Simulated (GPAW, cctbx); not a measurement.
# By hand: from a DFT structure factor to an extinction distance in Zn3WS4

Zn3WS4, P-43m (no. 215), a = 5.4816 Å, b = 5.4816 Å, c = 5.4816 Å, α = 90.00°, β = 90.00°, γ = 90.00°.

| atom | mult. | x | y | z |
| --- | --- | --- | --- | --- |
| W1 | 1 | 0 | 0 | 0 |
| Zn1 | 3 | 0 | 1/2 | 1/2 |
| S1 | 4 | 0.2458 | 0.2458 | 0.2458 |

The start was made by putting kin elements into a known structure type; the compound need not exist, or be stable, in this form.

A DFT run (GPAW, PBE, 450 eV, 4×4×4 k-points, Fermi–Dirac width 0.05 eV) gives the static X-ray structure factor of 010 as 43.883 e for the conventional cell; superposed free atoms give 43.656 e. **Problem.** Find the Fourier component V of the crystal potential and the two-beam extinction distance at 80 kV in both cases.

**1. Geometry**

The cell volume is Ω = 164.71 Å³ and d(010) = 5.4816 Å, so g = 1/d = 0.1824 Å⁻¹.

**2. The nuclei**

Electrons feel nuclei as well as electrons, so the nuclear charges are summed with the same phases.

Phase sums Σ exp(2πi h·x), turned so that the total is real and positive: W +1.000, Zn -1.000, S +0.106. Then F_Z = 74 × (+1.000) + 30 × (-1.000) + 16 × (+0.106) = 45.69 e. The electron term has the same sign for this reflection.

**3. Mott–Bethe**

Poisson's equation, term by term, gives V = (e/4πε₀)(F_Z − F)/(πΩg²), with e/4πε₀ = 14.3996 V Å.

The prefactor is 14.3996 × 5.4816²/(π × 164.71) = 0.83618 V per electron. Free atoms: (45.69 − 43.656) × 0.83618 = 1.700 V. Crystal: (45.69 − 43.883) × 0.83618 = 1.511 V. F changes by +0.52 % and V by -11.2 %: the same 0.23 e is measured against F_Z − F = 2.0 e in place of F = 43.7 e.

**4. Extinction distance**

In the two-beam case ξ = 1/(λU) with U = 2γm₀eV/h², that is ξ = 150.41 V Å²/(γλV).

At 80 kV, λ = 0.04176 Å and γ = 1.1566. Free atoms: ξ = 1832 Å. Crystal: ξ = 2062 Å. The thickness fringes go as sin²(πt/ξ), so the two patterns slip by a quarter of a period when t|1/ξ₁ − 1/ξ₀| = 1/4, at t ≈ 410 nm. Thermal motion, absorption and many-beam coupling, left out here, change a real pattern.

**5. Answer**

V(010) is 1.51 V against 1.70 V, and ξ is 2062 against 1832 Å. Limits: static atoms, two beams.
